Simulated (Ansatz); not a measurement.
# Dielectric response of ZnS (10-10) films, part 3 of 3

How well do thin wurtzite ZnS (10-10) films screen a perpendicular field?

Ansatz 0.2.0; plane-wave DFT, PBE, Ansatz PAW (set soft_1); PAW set soft_1 (the session's first sound run).

So far. Step 22 (Relaxing in the field, 24 atoms, units 6, field -0.05 …): The dipole is -0.119 e·Å, and the gap on the mesh 2.128 eV.

## 23. Response with the atoms relaxed, 24 atoms, units 6

This step: plane-wave DFT, PBE, Ansatz PAW (set soft_1); response to a field along the normal, atoms relaxed; PAW set soft_1 (Ansatz 0.2.0).

Numbers from this step:

```
equivalent conductor thickness p/(ε₀AE) : 18.01 Å
inner field over outer field            : 0.1111
local ε in the middle                   : 8.998
```

Local field over the applied field, running mean. From the potentials at -0.05 and 0.05 V/Å; running mean over 3.308 Å, taken twice. Table of local field over applied field by z:

```
z (Å)  local field over applied field
    4                           0.938
    5                           0.965
    6                           0.906
    7                           0.725
    8                           0.502
    9                           0.274
   10                           0.135
   11                           0.108
   12                           0.103
   13                           0.125
   14                           0.112
   15                           0.110
   16                           0.112
   17                           0.111
   18                           0.111
   19                           0.111
   20                           0.111
   21                           0.111
   22                           0.114
   23                           0.123
   24                           0.101
   25                           0.118
   26                           0.155
   27                           0.361
   28                           0.580
   29                           0.803
   30                           0.933
   31                           0.982
```

The induced dipole is that of a conductor 18.01 Å thick.

## 24. Electronic ε from the series

This step: plane-wave DFT, PBE, Ansatz PAW (set soft_1); permittivity from the thickness series, atoms held; PAW set soft_1 (Ansatz 0.2.0).

Each added layer adds t(1 − 1/ε) to the dipole term, so the slope against thickness gives ε without a choice of where the film ends.

This step gave:

- slope: 0.8303
- intercept of the fit: 1.703 Å
- ε of the interior: 5.892

Table of equivalent conductor thickness by distance between the outer atoms:

```
distance between the outer atoms (Å)  equivalent conductor thickness (Å)
                                8.18                                8.49
                               11.51                                11.3
                               18.20                                16.8
```

By hand, from the thinnest and the thickest film: slope = (16.815 − 8.494) / (18.201 − 8.180) = 0.830, so ε = 1/(1 − 0.830) = 5.89.

## 25. Static ε from the series

This step: plane-wave DFT, PBE, Ansatz PAW (set soft_1); permittivity from the thickness series, atoms relaxed; PAW set soft_1 (Ansatz 0.2.0).

The same fit for the relaxed films. The nearer its slope lies to 1, the more ε hangs on small errors.

This step gave:

```
slope                : 0.8915
intercept of the fit : 1.781 Å
ε of the interior    : 9.215
```

Table of equivalent conductor thickness by distance between the outer atoms:

```
distance between the outer atoms (Å)  equivalent conductor thickness (Å)
                                8.18                                9.07
                               18.20                                18.0
```

By hand, from the thinnest and the thickest film: slope = (18.007 − 9.074) / (18.202 − 8.181) = 0.891, so ε = 1/(1 − 0.891) = 9.21. One nm of such a film has the capacitance of 3.9/9.21 = 0.42 nm of SiO₂ (its equivalent oxide thickness).

## 26. The bulk crystal

This step: plane-wave DFT, PBE, Ansatz PAW (set soft_1); PAW set soft_1 (Ansatz 0.2.0).

System of this step: wurtzite ZnS. Symmetry: P6_3mc, No. 186, hexagonal system. The conventional cell has a = 3.820 Å, b = 3.820 Å, c = 6.260 Å, α = 90.00°, β = 90.00°, γ = 120.00°. Nearest to Zn lie 4 S at 2.34 to 2.35 Å. Nearest to S lie 4 Zn at 2.34 to 2.35 Å. Farther neighbours, and contacts between anions beyond the nearest, are not listed.

Band edges are better read in the bulk than in a thin slab, where confinement and surface states shift them. The bulk run gives them against its mean potential.

Contents of input.yaml:

```yaml
crystal:
  lattice:
    - [3.82, 0.0, 0.0]
    - [-1.91, 3.3082170425, 0.0]
    - [0.0, 0.0, 6.26]
  atoms:
    - { symbol: Zn, position: [0.3333333333, 0.6666666667, 0.0] }
    - { symbol: Zn, position: [0.6666666667, 0.3333333333, 0.5] }
    - { symbol: S, position: [0.3333333333, 0.6666666667, 0.375] }
    - { symbol: S, position: [0.6666666667, 0.3333333333, 0.875] }
kpoints:
  mp_grid: { grid: [8, 8, 6] }
  band_path: { path: [VBM, CBM], npoints: 1 }
hamiltonian:
  xc: pbe
  pseudopotentials: { kind: paw, azcp: { folder: soft_1 } }
scf:
  occupations: { method: fixed }
  convergence: { dr2_threshold: 1.0e-09 }
output:
  eigenvalues: true
checkpoint:
  write: bulk.run
  compress: false
  write_wavefunctions: false
```

Command:

```sh
$ ansatz run input.yaml --threads 4 --pin off --max-ram 8192MiB --backend cpu --events-out ev --progress --plain --runs-dir out
```

It took 4.1 s on 4 threads of Arm Neoverse V1, shared host; peak memory 0.33 GiB; 15 s of CPU time.

This step gave:

```
gap on the k-mesh                  : 2.169 eV
gap along the path                 : 2.169 eV
smallest direct gap along the path : 2.169 eV
gap, the smaller of path and mesh  : 2.169 eV
```

The gap is 2.17 eV.

## 27. Band edges against the vacuum, levels PBE

This step: plane-wave DFT, PBE, Ansatz PAW (set soft_1); band edges against the vacuum, bulk levels by PBE; PAW set soft_1 (Ansatz 0.2.0).

System of this step: ZnS (10-10), 6 units. The cell holds 24 atoms: 12 Zn and 12 S. Cell: a = 3.820 Å, b = 6.260 Å, c = 35.644 Å, α = 90.0°, β = 90.0°, γ = 90.0°. It derives from ZnS (wurtzite ZnS). Vacuum lies along c.

The averaged potential in the middle of the thickest slab ties the bulk's levels to the vacuum level.

Contents of align.yaml:

```yaml
surface:
  bulk: { run: bulk.run }
  slab: { run: end6.run, axis: 3 }
  face: plus
  period: 3.30822
```

Command:

```sh
$ ansatz align-bands align.yaml -- --threads 4 --pin off
```

Run time: 0.06 s. Hardware: 4 threads.

Read from the output:

* ionisation energy: 5.942 eV
* electron affinity: 3.773 eV
* slab level shift: -0.04725 eV

Check by hand: ionisation energy less affinity, 5.94 − (3.77) = 2.17 eV, is the bulk gap at this level.

The program warns that the averaged potential varies by 0.11 eV in the slab's middle, which these edges carry as an error.

## 28. The bulk with HSE06, k-mesh 6×6×4

This step: plane-wave DFT, HSE06, Ansatz PAW (set soft_1); PAW set soft_1 (Ansatz 0.2.0).

System of this step: wurtzite ZnS. The structure is hexagonal, space group P6_3mc (No. 186). Conventional cell: a = 3.820 Å, b = 3.820 Å, c = 6.260 Å, α = 90.00°, β = 90.00°, γ = 120.00°. Nearest to Zn lie 4 S at 2.34 to 2.35 Å. Nearest to S lie 4 Zn at 2.34 to 2.35 Å. Farther neighbours, and contacts between anions beyond the nearest, are not listed.

A hybrid functional removes part of the gap error, and is affordable in the small bulk cell.

input.yaml, the sections that differ from step 26:

```yaml
kpoints:
  mp_grid: { grid: [6, 6, 4] }
hamiltonian:
  xc: hse06
  pseudopotentials: { kind: paw, azcp: { folder: soft_1 } }
scf:
  occupations: { method: fixed }
  convergence: { dr2_threshold: 1.0e-08 }
checkpoint:
  write: bulk-hse.run
  compress: false
  write_wavefunctions: false
# crystal, output: as in step 26
```

Command:

```sh
$ ansatz run input.yaml --threads 4 --pin off --max-ram 8192MiB --backend cpu --events-out ev --progress --plain --runs-dir out
```

Run time: 17 s. Hardware: 4 threads; peak memory 2 GiB.

Numbers from this step:

```
gap on the k-mesh : 3.397 eV
```

The gap is 3.40 eV.

## 29. Band edges against the vacuum, levels HSE06

This step: plane-wave DFT, PBE, Ansatz PAW (set soft_1); band edges against the vacuum, bulk levels by HSE06; PAW set soft_1 (Ansatz 0.2.0).

System of this step: ZnS (10-10), 6 units. The cell holds 24 atoms: 12 Zn and 12 S. Its edges and angles: a = 3.820 Å, b = 6.260 Å, c = 35.644 Å, α = 90.0°, β = 90.0°, γ = 90.0°. It derives from ZnS (wurtzite ZnS). Vacuum lies along c.

The same line-up with the hybrid's levels.

Contents of align.yaml:

```yaml
surface:
  bulk: { run: bulk.run, levels_from: { run: bulk-hse.run } }
  slab: { run: end6.run, axis: 3 }
  face: plus
  period: 3.30822
```

Command:

```sh
$ ansatz align-bands align.yaml -- --threads 4 --pin off
```

Run time: 0.09 s. Hardware: 4 threads.

This step gave:

| Item | Value |
| --- | --- |
| ionisation energy | 6.671 eV |
| electron affinity | 3.274 eV |

Check by hand: ionisation energy less affinity, 6.67 − (3.27) = 3.40 eV, is the bulk gap at this level.

The program warns that the averaged potential varies by 0.11 eV in the slab's middle, which these edges carry as an error.

## 30. The same run with other settings: kpoints.mp_grid.grid = [10, 5, 1]

This step: plane-wave DFT, PBE, Ansatz PAW (set soft_1) (Ansatz 0.2.0).

System of this step: ZnS (10-10), 3 units. The cell holds 12 atoms: 6 Zn and 6 S. Its edges and angles: a = 3.820 Å, b = 6.260 Å, c = 25.719 Å, α = 90.0°, β = 90.0°, γ = 90.0°. It derives from ZnS (wurtzite ZnS). Vacuum lies along c.

A run with a changed input: it repeats the earlier run at 0.05 V/Å, 3 units with kpoints.mp_grid.grid from [8, 4, 1] to [10, 5, 1].

Contents of input.yaml:

```yaml
crystal:
  lattice:
    - [3.82, 0.0, 0.0]
    - [0.0, 6.26, 0.0]
    - [0.0, 0.0, 25.7191730991]
  atoms:
    - { symbol: Zn, position: [0.0, 0.0437158478, 0.3685443891] }
    - { symbol: S, position: [0.0, 0.3797342165, 0.3409675472] }
    - { symbol: Zn, position: [0.5, 0.4815489856, 0.3858998741] }
    - { symbol: S, position: [0.5, 0.8650903971, 0.39322241] }
    - { symbol: Zn, position: [0.5, -0.0107065304, 0.4814759281] }
    - { symbol: S, position: [0.5, 0.3656170786, 0.4755953325] }
    - { symbol: Zn, position: [0.0, 0.48929347, 0.5185240716] }
    - { symbol: S, position: [0.0, 0.8656170784, 0.5244046681] }
    - { symbol: Zn, position: [0.0, -0.0184510125, 0.6141001254] }
    - { symbol: S, position: [0.0, 0.365090399, 0.6067775904] }
    - { symbol: Zn, position: [0.5, 0.5437158504, 0.6314556109] }
    - { symbol: S, position: [0.5, 0.8797342194, 0.6590324527] }
kpoints:
  mp_grid: { grid: [10, 5, 1] }
hamiltonian:
  xc: pbe
  pseudopotentials: { kind: paw, azcp: { folder: soft_1 } }
scf:
  occupations: { method: fixed }
  convergence: { dr2_threshold: 1.0e-10 }
efield:
  axis: 3
  dipole_correction: true
  ramp_position: 0.97
  ramp_width: 0.06
  amplitude: 0.05
output:
  write_potential: true
  write_density: true
  volumetric_format: npy
```

Command:

```sh
$ ansatz run input.yaml --threads 4 --pin off --max-ram 8192MiB --backend cpu --events-out ev --progress --plain --runs-dir out
```

It took 46 s on 4 threads; peak memory 1.5 GiB; 3 min of CPU time.

Read from the output:

```yaml
gap_on_the_k_mesh: 2.240 eV
dipole_along_the_normal: 0.05612 e·Å
```

```
                     quantity  this run  earlier run  difference
dipole along the normal (e·Å)   0.05612      0.05613     -4.8e-7
       gap on the k-mesh (eV)     2.240        2.240      5.4e-5
```

Nothing in the table moves by 0.01 in its unit (for the dipole 0.5 % and 5e-5 e·Å).

## 31. The same run with other settings: hamiltonian.xc = "pbesol"

This step: plane-wave DFT, PBE, Ansatz PAW (set soft_1), but for the change named below (Ansatz 0.2.0).

Another changed input: it repeats the earlier run at 0.05 V/Å, 3 units with hamiltonian.xc from pbe to pbesol.

Edit input.yaml of step 30 so:

```diff
@@ -19,6 +19,6 @@
 kpoints:
-  mp_grid: { grid: [10, 5, 1] }
+  mp_grid: { grid: [8, 4, 1] }
 hamiltonian:
-  xc: pbe
-  pseudopotentials: { kind: paw, azcp: { folder: soft_1 } }
+  xc: pbesol
+  pseudopotentials: { kind: paw, azcp: { folder: soft_1 }, xc_functional: pbe }
 scf:
```

Elapsed: 31 s, on 4 threads; peak memory 1.4 GiB; 2.1 min of CPU time.

This step gave:

| Item | Value |
| --- | --- |
| gap on the k-mesh | 2.159 eV |
| dipole along the normal | 0.05631 e·Å |

```
                     quantity  this run  earlier run  difference
dipole along the normal (e·Å)   0.05631      0.05613      1.9e-4
       gap on the k-mesh (eV)     2.159        2.240      -0.081
```

What moves beyond 0.01 in its unit (for the dipole 0.5 % and 5e-5 e·Å): gap on the k-mesh (-0.0809 eV).

## 32. Results

```json
{"electronic ε from the thickness series": "5.89", "static ε from the thickness series": "9.22", "local electronic ε, middle of 6 units": "5.86", "ionisation energy, levels by PBE": "5.94 eV", "electron affinity, levels by PBE": "3.77 eV", "ionisation energy, levels by HSE06": "6.67 eV", "electron affinity, levels by HSE06": "3.27 eV"}
```

What this shows: The films give an electronic ε of 5.89 and a static ε of 9.22. The slope of the series and the field inside the thickest film give 5.89 and 5.86, in agreement. Ions raise ε from 5.89 to 9.22. The static value rests on two thicknesses alone. HSE06 levels deepen the valence edge by 0.73 eV on the same PBE surface dipole. The alignment warns that the averaged potential still varies by 0.11 eV in the slab's middle, which the band edges carry as an error. The in-plane lattice constants are held at typed bulk values. Semilocal functionals tend to overestimate the electronic ε a little.

[Long decimals in the printed logs are rounded to 6 places.]

[Logs are printed without paths, hosts, clocks, repeated set-up lines and the standing remarks that a program may print on its own settings, such as how far it seeks lower states.]

[Hosts, paths, dates, database ids (printed as entryN), source tags and the programs' standing remarks are cut or masked in the printed files.]

[Maps of the electrostatic potential energy from Ansatz leave out the sawtooth potential of an applied field or a dipole correction, so their vacuum need not be flat; planar profiles and work functions include it.]
